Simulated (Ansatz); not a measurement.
## How many bands does the GW gap of AlN (P6_3mc) need?

How do accuracy and time trade against each other in G0W0 on AlN (P6_3mc)?

Program: Ansatz 0.2.0. Level of theory: G0W0 on PBE, plane waves, PAW. Results are calculated unless marked as measured.

The database entry behind the starting cell differs from later determinations by our own check (inner coordinate u about 0.002 short), so it need not match the best structure at ambient conditions.

### Step 1. Set-up

Symmetry: P6_3mc, No. 186, hexagonal system. Conventional cell: a = 3.113 Å, b = 3.113 Å, c = 4.981 Å, α = 90.00°, β = 90.00°, γ = 120.00°. Al has 4 N at 1.89 Å nearest. Nearest to N lie 4 Al at 1.89 Å. Farther neighbours and most contacts between anions are not listed.

The cell and positions come from the Crystallography Open Database and are kept as given unless a step says otherwise. The default PAW set here is soft_2. Its files were made with PBE.

### Step 2. 44 empty bands, screening to 60 eV

G0W0 replaces the xc potential by the self-energy, built once from these orbitals. Only a window of levels is corrected, while the sums run over the empty bands that the input names.

The input, input.yaml:

```yaml
crystal:
  lattice:
    - [3.113, 0.0, 0.0]
    - [-1.5565, 2.695937082, 0.0]
    - [0.0, 0.0, 4.981]
  atoms:
    - { symbol: Al, position: [0.3333333333, 0.6666666667, 0.0] }
    - { symbol: Al, position: [0.6666666667, 0.3333333333, 0.5] }
    - { symbol: "N", position: [0.3333333333, 0.6666666667, 0.38] }
    - { symbol: "N", position: [0.6666666667, 0.3333333333, 0.88] }
kpoints:
  mp_grid: { grid: [6, 6, 4] }
hamiltonian:
  xc: pbe
scf:
  occupations: { method: fixed }
gw:
  n_empty_bands: 44
  ecut_chi: 60
  qp_bands: [v2, c2]
  qp_kpoints: band_edges
  screening: { model: contour_deformation }
```

Command:

```
$ ansatz run input.yaml --threads 2 --pin off --max-ram 92160MiB --backend cuda --events-out ev --progress --plain --runs-dir out --devices 1 --max-vram 13GiB  # rebuilt from the run's record
```

Numbers of over 12 decimals in the logs are rounded to 6 here.

What it wrote:

```text
GPUs: using 1 of 1 available (devices: 1).
Engine: ansatz 0.2.0, x86_64-unknown-linux-gnu
Pseudopotentials: kind: paw
Pseudopotential: Al, paw, valence charge 3, recommended cutoff 420 eV (normal), Al.paw.azcp
Pseudopotential: N, paw, valence charge 5, recommended cutoff 420 eV (normal), N.paw.azcp
Functional definition: PBE
  parameter kappa = 0.804
  parameter beta = 0.066725
  exchange = pbe_x(kappa = kappa, mu = beta*pi^2/3)
  correlation = pbe_c(beta = beta)
device memory: the entry about to start is reckoned to put 0.5 GiB on a device that reports 63.9 GiB free (of which the cap on the GPU budget leaves the run 13.0 GiB)
GPU FFT provider: cuFFT
GPU libraries: cuBLAS 13.8.2, cuFFT 12.4.0, cuSOLVER 12.3.4
Crystal: 4 atoms, lattice volume = 41.803 Å³
Basis set: ecut = 420 eV, 809 PW (Γ)
Bands: 12, of which v1, the nominal top of the filled ones, is band 8 counted from 1 (7 counted from 0)
Symmetry: 12 space group operations
Space group: P63mc (ITA 186), of the structure as read, at distance tolerance 3.5e-5 Å
k-points: 21 of 144 (time reversal used)
Non-local potential: Al, projectors of the file, l = 0: 2, l = 1: 2, l = 2: 1
Non-local potential: N, projectors of the file, l = 0: 2, l = 1: 2, l = 2: 1
PAW form: soft (Blöchl's): semilocal exchange-correlation on the pseudo side does not see the compensation charge
PAW one-centre angular grid: Al, 110 points (default); XC on 64 Gauss nodes
PAW one-centre angular grid: N, 110 points (default); XC on 64 Gauss nodes
Initial density: superposition of atomic densities (neutral atoms: chi_scale 0, normalization atom), corrected by the library's trained network
Initial wavefunctions: pseudopotential atomic-orbital guess
GPU buffer pool allocated for 20736 grid points (all kernels)
GPU transforms: local potential and band sums: pruned to the plane-wave sphere, on 24×24×36
Functional: x = pbe(κ = 0.804, μ = 0.219515), c = pbe(β = 0.066725)
SCF iter   1: F=—  HF=-1848.496222 eV  |F-HF|=—  |Δ(HF+E_count)|=         —  Δρ=8.06e-4  dr2=1.23e-4  ethr=1.77e-3  ⟨swp⟩=4.5  Hψ=1407  notcnv=0  defer=34
preconditioner: auto → none  [insulator: Δε(μ)=4.209 eV  Ē_g=13.121 eV  n_scr=2 (ndim 8)  ℏωp=23.0 eV  f_vac=0.000  ε∞_Penn≈4.1]
SCF iter   2: F=—  HF=-1848.496563 eV  |F-HF|=—  |Δ(HF+E_count)|=   3.41e-4  Δρ=4.18e-4  dr2=2.10e-5  ethr=7.66e-7  ⟨swp⟩=2.1  Hψ=624  notcnv=0  defer=42
SCF iter   3: F=—  HF=-1848.496630 eV  |F-HF|=—  |Δ(HF+E_count)|=   6.67e-5  Δρ=1.78e-4  dr2=5.27e-6  ethr=1.31e-7  ⟨swp⟩=2.0  Hψ=378  notcnv=0  defer=17
iter 4 did not close the SCF: its close was put off for the readings that it lacked (scf_convergence_deferred on its scf_iter line)
SCF iter   4: F=-1848.496645 eV  HF=-1848.496645 eV  |F-HF|=3.37e-8  |Δ(HF+E_count)|=   1.52e-5  Δρ=1.56e-5  dr2=4.88e-8  ethr=3.30e-8  ⟨swp⟩=2.0  Hψ=419  notcnv=0  defer=42
iter 5 did not close the SCF: its close was put off for the readings that it lacked (scf_convergence_deferred on its scf_iter line)
SCF iter   5: F=-1848.496645 eV  HF=-1848.496645 eV  |F-HF|=4.88e-9  |Δ(HF+E_count)|=   4.22e-8  Δρ=4.35e-6  dr2=3.32e-9  ethr=3.05e-10  ⟨swp⟩=2.8  Hψ=447  notcnv=0  defer=42
SCF iter   6: F=-1848.496645 eV  HF=-1848.496645 eV  |F-HF|=2.09e-11  |Δ(HF+E_count)|=   5.49e-9  Δρ=2.51e-7  dr2=1.37e-11  ethr=2.08e-11  ⟨swp⟩=3.9  Hψ=1354  notcnv=0
SCF 1 converged in 6 iterations: F = -1848.496645 eV  dr2 = 1.37e-11
  greatest PAW one-centre occupation: 0.788 electrons in one spin orbital (limit 2), on the N atom at site 3 (counted from 0), in its partial waves of l = 0
device memory: the entry about to start is reckoned to put 0.5 GiB on a device that reports 63.7 GiB free (of which the cap on the GPU budget leaves the run 13.0 GiB)
NSCF: frozen V_eff on 21 k-points, pencils in batches of 32, up to order 48
the band table was solved once the SCF had ended and its energy, with any forces and stress, was formed, with the checks that follow a solve (1535 applications of the Hamiltonian). They found nothing against the state; the energy, forces and stress were not computed again (output.eigenvalues in the input reference)
device memory: the entry about to start is reckoned to put 1.0 GiB on a device that reports 63.6 GiB free (of which the cap on the GPU budget leaves the run 13.0 GiB)
NSCF: frozen V_eff on 21 k-points, pencils in batches of 32, up to order 228
G₀W₀ screening: q 1/21
[... further progress lines ...]
SCF converged after 6 iterations
Free energy (F): -1848.496645 eV
Harris-Foulkes:  -1848.496645 eV  (|F-HF|=2.09e-11)
Internal energy: -1848.496645 eV  (E = F + TS)
E sigma→0 (E₀):  -1848.496645 eV
Fermi energy:    7.120255 eV
--- Per-component energies (eV) ---
  E_band       = 30.386739
  E_kinetic    = 318.964257
  E_local      = -448.284511  (includes V_loc(G=0)·N_el)
  E_nonlocal   = 110.839674
  E_hartree    = 155.696542
  E_xc         = -203.726760
  E_vxc        = -215.996782  (∫ρ·V_xc dr)
  E_paw        = -1190.322772  (= ΣΔE_a)
  E_vpaw       = -46.529234  (= ΣTr[D̂ρ^β])
  E_aug_tail   = 0.000194  (compensation charges beyond the density's cutoff)
  E_ewald      = -591.663270
  E_smearing   = -0.000000  (= −TS)
  E_closure    = 0.000000  (closes the sum)
  Σ components = -1848.496645   (vs F -1848.496645, Δ=0.00e0)
--- Band table (eV; the first three rows and the last of 21) ---
  k-point 0: bands = [... 4 lower, 6.2913, 6.9408, 6.9408, 7.1203, 11.3329, 13.7887, 17.7307, 18.2934]
  k-point 1: bands = [... 4 lower, 6.3817, 6.3817, 6.8408, 6.8408, 12.2882, 13.9058, 17.4023, 18.2604]
  k-point 2: bands = [... 4 lower, 6.6064, 6.6064, 6.6064, 6.6064, 13.5862, 13.5862, 17.4715, 17.4715]
  k-point 20: bands = [... 4 lower, 3.3013, 3.3013, 6.3424, 6.3424, 14.5526, 14.5526, 14.9886, 14.9886]
--- G₀W₀: contour deformation, 5 samples at zero and on the imaginary axis and 2 off it, 144 q-points, 44 empty bands' worth ---
  eigenvalues of the whole cell's RPA ε∞ on this k-mesh (on a slab, of 1 + 4πα/V) = 4.3203, 4.3203, 4.4749; static W/v taken at q = 0 is 0.229124
  gw.qp_kpoints: band_edges: 15 of 21 stored k-points solved, in 1 pass; an edge of the gap read off the rows below is read off those points alone
    valence top: of the k-points left out ik 13 came nearest to being solved in a further pass, in band 8 (counted from 1, as in the quasiparticle table): it holds the edge there only if its correction is more favourable than any solved in that band by at least 0.534 eV; those differ by 0.410 eV
    conduction bottom: of the k-points left out ik 16 came nearest to being solved in a further pass, in band 9 (counted from 1, as in the quasiparticle table): it holds the edge there only if its correction is more favourable than any solved in that band by at least 1.323 eV; those differ by 0.551 eV
    ik  band        ε_KS         Σx   Σc(E_QP)       V_xc       Z   E_QP_lin       E_QP  E_QP is
     0     7      6.9408   -21.7199     3.7030   -17.6741  0.7894     6.5969     6.5979  root
     0     8      7.1203   -21.7804     3.6631   -17.8147  0.7896     6.8168     6.8176  root
     0     9     11.3329    -9.7927    -3.6905   -14.4516  0.8236    12.3077    12.3012  root
     0    10     13.7887    -7.9298    -4.1641   -13.1978  0.8266    14.9024    14.8926  root
     1     7      6.8408   -21.7229     3.7285   -17.6303  0.7889     6.4755     6.4767  root
     1     8      6.8408   -21.7229     3.7285   -17.6303  0.7889     6.4755     6.4767  root
     1     9     12.2882   -10.1336    -3.6903   -14.9349  0.8172    13.4084    13.3991  root
     1    10     13.9058    -8.2242    -4.1783   -13.5428  0.8230    15.0569    15.0460  root
     2     7      6.6064   -21.7192     3.7807   -17.5271  0.7876     6.1933     6.1949  root
     2     8      6.6064   -21.7192     3.7807   -17.5271  0.7876     6.1933     6.1949  root
     2     9     13.5862    -9.3620    -4.0488   -14.6289  0.8140    14.8173    14.8043  root
     2    10     13.5862    -9.3620    -4.0488   -14.6289  0.8140    14.8173    14.8043  root
     3     7      6.8621   -21.7950     3.7283   -17.7082  0.7889     6.5024     6.5036  root
     3     8      6.9497   -21.7534     3.6976   -17.7179  0.7887     6.6108     6.6118  root
     3     9     12.6160   -10.1082    -3.7345   -14.9997  0.8153    13.7834    13.7730  root
     3    10     14.8485    -7.8847    -4.2810   -13.3760  0.8201    16.0720    16.0588  root
     4     7      6.5937   -21.5314     3.7398   -17.3754  0.7875     6.1759     6.1775  root
     4     8      6.7039   -21.7231     3.7520   -17.5788  0.7882     6.3101     6.3115  root
     4     9     13.0506    -9.6056    -3.8474   -14.6261  0.8140    14.2351    14.2237  root
     4    10     14.8757    -8.2323    -4.3126   -13.7948  0.8131    16.1409    16.1256  root
     6     7      6.2571   -21.2756     3.7468   -17.0532  0.7859     5.7793     5.7815  root
     6     8      6.6040   -21.7682     3.7752   -17.5811  0.7876     6.1905     6.1920  root
     6     9     13.3766    -7.1766    -4.0275   -12.2039  0.8225    14.3847    14.3764  root
     6    10     13.8361    -6.1822    -4.1220   -11.2594  0.8211    14.7994    14.7914  root
[...]
18     7      4.7538   -20.7521     4.0153   -16.0247  0.7754     4.0354     4.0417  root
    18     8      4.7538   -20.7521     4.0153   -16.0247  0.7754     4.0354     4.0417  root
    18     9     12.1886    -4.8746    -3.9430    -9.4852  0.8337    12.8595    12.8561  root
    18    10     15.4863    -7.6781    -4.4089   -13.4191  0.7975    16.8399    16.8184  root
    20     7      6.3424   -21.7357     3.8079   -17.4711  0.7858     5.8836     5.8857  root
    20     8      6.3424   -21.7357     3.8079   -17.4711  0.7858     5.8836     5.8857  root
    20     9     14.5526    -6.8562    -4.2340   -12.2093  0.8083    15.6848    15.6717  root
    20    10     14.5526    -6.8562    -4.2340   -12.2093  0.8083    15.6848    15.6717  root
```

Run time: 12 s. Hardware: 1 × NVIDIA H100 80GB HBM3 (shared by 6 runs) with 2 threads of AMD EPYC 7R13 (Zen 3), shared host; peak memory 1 GiB.

The column dr2 measures how far the density is from self-consistency, as an energy; F and HF (Harris–Foulkes) agree once it is small.

Numbers from this step:

```
bands summed                                 : 52
RPA ε∞ on this mesh (eigenvalues)            : 4.320, 4.320, 4.475
plane waves in the screening matrix          : 37
q-points in the mesh                         : 144
G0W0 gap on the mesh                         : 5.484 eV
k of the valence top                         : 0, 0, 0
k of the conduction bottom                   : 0, 0, 0
starting gap on the mesh                     : 4.213 eV
Z at the valence top                         : 0.7896
Z at the conduction bottom                   : 0.8236
least direct G0W0 gap on the computed points : 5.484 eV
```

The gap on the mesh goes from 4.21 eV to 5.48 eV, a correction of +1.27 eV. Between the two edge states, bare exchange in place of the xc potential would open the gap by 8.62 eV, and correlation takes back 7.35 eV.

### Step 3. 124 empty bands, screening to 120 eV

Bands and screening cutoff are moved together, since each hides the error of the other.

input.yaml: that of step 2 with these lines changed.

```diff
@@ -17,4 +17,4 @@
 gw:
-  n_empty_bands: 44
-  ecut_chi: 60
+  n_empty_bands: 124
+  ecut_chi: 120
   qp_bands: [v2, c2]
```

What it wrote:

```text
GPUs: using 1 of 1 available (devices: 1).
[...]
GPU FFT provider: cuFFT
GPU libraries: cuBLAS 13.8.2, cuFFT 12.4.0, cuSOLVER 12.3.4
Crystal: 4 atoms, lattice volume = 41.803 Å³
Basis set: ecut = 420 eV, 809 PW (Γ)
Bands: 12, of which v1, the nominal top of the filled ones, is band 8 counted from 1 (7 counted from 0)
Symmetry: 12 space group operations
[...]
k-points: 21 of 144 (time reversal used)
[...]
GPU buffer pool allocated for 20736 grid points (all kernels)
[...]
SCF iter   1: F=—  HF=-1848.496222 eV  |F-HF|=—  |Δ(HF+E_count)|=         —  Δρ=8.06e-4  dr2=1.23e-4  ethr=1.77e-3  ⟨swp⟩=4.5  Hψ=1407  notcnv=0  defer=34
[...]
SCF iter   6: F=-1848.496645 eV  HF=-1848.496645 eV  |F-HF|=2.09e-11  |Δ(HF+E_count)|=   5.49e-9  Δρ=2.51e-7  dr2=1.37e-11  ethr=2.08e-11  ⟨swp⟩=3.9  Hψ=1354  notcnv=0
SCF 1 converged in 6 iterations: F = -1848.496645 eV  dr2 = 1.37e-11
[...]
NSCF: frozen V_eff on 21 k-points, pencils in batches of 32, up to order 48
[...]
NSCF: frozen V_eff on 21 k-points
G₀W₀ screening: q 1/21
[... further progress lines ...]
SCF converged after 6 iterations
Free energy (F): -1848.496645 eV
[...]
Internal energy: -1848.496645 eV  (E = F + TS)
E sigma→0 (E₀):  -1848.496645 eV
Fermi energy:    7.120255 eV
[...]
--- Band table (eV; the first three rows and the last of 21) ---
  k-point 0: bands = [... 4 lower, 6.2913, 6.9408, 6.9408, 7.1203, 11.3329, 13.7887, 17.7307, 18.2934]
  k-point 1: bands = [... 4 lower, 6.3817, 6.3817, 6.8408, 6.8408, 12.2882, 13.9058, 17.4023, 18.2604]
  k-point 2: bands = [... 4 lower, 6.6064, 6.6064, 6.6064, 6.6064, 13.5862, 13.5862, 17.4715, 17.4715]
  k-point 20: bands = [... 4 lower, 3.3013, 3.3013, 6.3424, 6.3424, 14.5526, 14.5526, 14.9886, 14.9886]
[...]
bands read: the sum over 132 bands ends inside a degenerate multiplet in 1 slot, whose members it reads at an even weight; the widest, k=19: bands 132 to 133 (counted from 1) at 1/2 each
[...]
0     7      6.9408   -21.7199     3.2176   -17.6741  0.7829     6.1062     6.1125  root
     0     8      7.1203   -21.7804     3.1691   -17.8147  0.7830     6.3179     6.3236  root
     0     9     11.3329    -9.7927    -3.8603   -14.4516  0.8175    12.1356    12.1314  root
     0    10     13.7887    -7.9298    -4.3913   -13.1978  0.8235    14.6714    14.6655  root
     1     7      6.8408   -21.7229     3.2497   -17.6303  0.7824     5.9913     5.9979  root
     1     8      6.8408   -21.7229     3.2497   -17.6303  0.7824     5.9913     5.9979  root
     1     9     12.2882   -10.1336    -3.9338   -14.9349  0.8112    13.1610    13.1557  root
     1    10     13.9058    -8.2242    -4.4171   -13.5428  0.8193    14.8137    14.8072  root
[...]
20     7      6.3424   -21.7357     3.3633   -17.4711  0.7799     5.4329     5.4410  root
    20     8      6.3424   -21.7357     3.3633   -17.4711  0.7799     5.4329     5.4410  root
    20     9     14.5526    -6.8562    -4.5533   -12.2093  0.8056    15.3587    15.3524  root
    20    10     14.5526    -6.8562    -4.5533   -12.2093  0.8056    15.3587    15.3524  root
```

The job ended after 13 s (1 × NVIDIA H100 80GB HBM3 (shared by 6 runs) with 2 threads; peak memory 1.1 GiB; 17 s of CPU time).

This step gave:

```
bands summed                                 : 132
RPA ε∞ on this mesh (eigenvalues)            : 4.225, 4.225, 4.374
plane waves in the screening matrix          : 135
q-points in the mesh                         : 144
G0W0 gap on the mesh                         : 5.808 eV
k of the valence top                         : 0, 0, 0
k of the conduction bottom                   : 0, 0, 0
starting gap on the mesh                     : 4.213 eV
Z at the valence top                         : 0.7830
Z at the conduction bottom                   : 0.8175
least direct G0W0 gap on the computed points : 5.808 eV
```

Against the run with 6×6×4 mesh, 44 empty bands, screening to 60 eV, the gap moves by +0.32 eV.

### Step 4. 268 empty bands, screening to 200 eV

input.yaml: that of step 3 with these lines changed.

```diff
@@ -17,4 +17,4 @@
 gw:
-  n_empty_bands: 124
-  ecut_chi: 120
+  n_empty_bands: 268
+  ecut_chi: 200.0
   qp_bands: [v2, c2]
```

What it wrote:

```text
GPUs: using 1 of 1 available (devices: 1).
[...]
GPU FFT provider: cuFFT
GPU libraries: cuBLAS 13.8.2, cuFFT 12.4.0, cuSOLVER 12.3.4
Crystal: 4 atoms, lattice volume = 41.803 Å³
Basis set: ecut = 420 eV, 809 PW (Γ)
Bands: 12, of which v1, the nominal top of the filled ones, is band 8 counted from 1 (7 counted from 0)
Symmetry: 12 space group operations
[...]
k-points: 21 of 144 (time reversal used)
[...]
1    10     13.9058    -8.2242    -4.5490   -13.5428  0.8182    14.6800    14.6754  root
[...]
20     7      6.3424   -21.7357     3.1122   -17.4711  0.7773     5.1764     5.1900  root
    20     8      6.3424   -21.7357     3.1122   -17.4711  0.7773     5.1764     5.1900  root
    20     9     14.5526    -6.8562    -4.6964   -12.2093  0.8046    15.2135    15.2093  root
    20    10     14.5526    -6.8562    -4.6964   -12.2093  0.8046    15.2135    15.2093  root
[key lines of the parts left out:]
SCF converged after 6 iterations
Free energy (F): -1848.496645 eV
Fermi energy:    7.120255 eV
```

The job ended after 12 s (1 × NVIDIA H100 80GB HBM3 (shared by 6 runs) with 2 threads; peak memory 1.3 GiB).

This step gave:

```yaml
bands_summed: 276
rpa_eps_infinity_on_this_mesh_eigenvalues: 4.212, 4.212, 4.363
plane_waves_in_the_screening_matrix: 287
g0w0_gap_on_the_mesh: 5.914 eV
k_of_the_valence_top: 0, 0, 0
k_of_the_conduction_bottom: 0, 0, 0
starting_gap_on_the_mesh: 4.213 eV
least_direct_g0w0_gap_on_the_computed_points: 5.914 eV
```

Against the run with 6×6×4 mesh, 124 empty bands, screening to 120 eV, the gap moves by +0.11 eV.

### Step 5. Changing the k mesh: 6×6×2 mesh, 124 empty bands, screening to 120 eV

A second mesh at equal bands and cutoff isolates the sampling error. Bands and cutoff differ from the step before, so it is read against an earlier run that matches them.

input.yaml: that of step 4 with these lines changed.

```diff
@@ -11,3 +11,3 @@
 kpoints:
-  mp_grid: { grid: [6, 6, 4] }
+  mp_grid: { grid: [6, 6, 2] }
 hamiltonian:
@@ -17,4 +17,4 @@
 gw:
-  n_empty_bands: 268
-  ecut_chi: 200.0
+  n_empty_bands: 124
+  ecut_chi: 120
   qp_bands: [v2, c2]
```

What it wrote:

```text
GPUs: using 1 of 1 available (devices: 1).
[...]
GPU FFT provider: cuFFT
GPU libraries: cuBLAS 13.8.2, cuFFT 12.4.0, cuSOLVER 12.3.4
Crystal: 4 atoms, lattice volume = 41.803 Å³
Basis set: ecut = 420 eV, 809 PW (Γ)
Bands: 12, of which v1, the nominal top of the filled ones, is band 8 counted from 1 (7 counted from 0)
Symmetry: 12 space group operations
[...]
k-points: 14 of 72
[...]
1    10     13.5861    -9.3776    -4.3104   -14.6289  0.8089    14.5344    14.5270  root
[...]
13     7      6.3421   -21.7925     3.4142   -17.4711  0.7787     5.4265     5.4349  root
    13     8      6.3421   -21.7925     3.4142   -17.4711  0.7787     5.4265     5.4349  root
    13     9     14.5526    -6.8487    -4.5625   -12.2095  0.8052    15.3573    15.3509  root
    13    10     14.5526    -6.8487    -4.5625   -12.2095  0.8052    15.3573    15.3509  root
[key lines of the parts left out:]
SCF converged after 6 iterations
Free energy (F): -1848.496489 eV
Fermi energy:    7.119915 eV
```

It took 8.1 s on 1 × NVIDIA H100 80GB HBM3 (shared by 6 runs) with 2 threads; peak memory 1.1 GiB; 9.6 s of CPU time.

Numbers from this step:

| Quantity | Value |
| --- | --- |
| bands summed | 132 |
| RPA ε∞ on this mesh (eigenvalues) | 4.236, 4.236, 4.393 |
| plane waves in the screening matrix | 135 |
| G0W0 gap on the mesh | 5.824 eV |
| k of the valence top | 0, 0, 0 |
| k of the conduction bottom | 0, 0, 0 |
| starting gap on the mesh | 4.213 eV |
| least direct G0W0 gap on the computed points | 5.824 eV |

Against the run with 6×6×4 mesh, 124 empty bands, screening to 120 eV, the gap moves by +0.016 eV.

(Part 1 of 2 ends here.)

[Paths, hosts, dates, memory and timing lines, banners, echoed tables and standing remarks are left out of the program output.]

[Logs are printed without paths, hosts, clocks, repeated set-up lines and the standing remarks that a program may print on its own settings, such as how far it seeks lower states.]

[Runs of the session that timed out or met a known fault of the program may be left out.]

[Cells called generated may have been cut or substituted from an entry of the Crystallography Open Database or the Materials Project.]

[Hosts, paths, dates, database ids (printed as entryN), source tags and the programs' standing remarks are cut or masked in the printed files.]
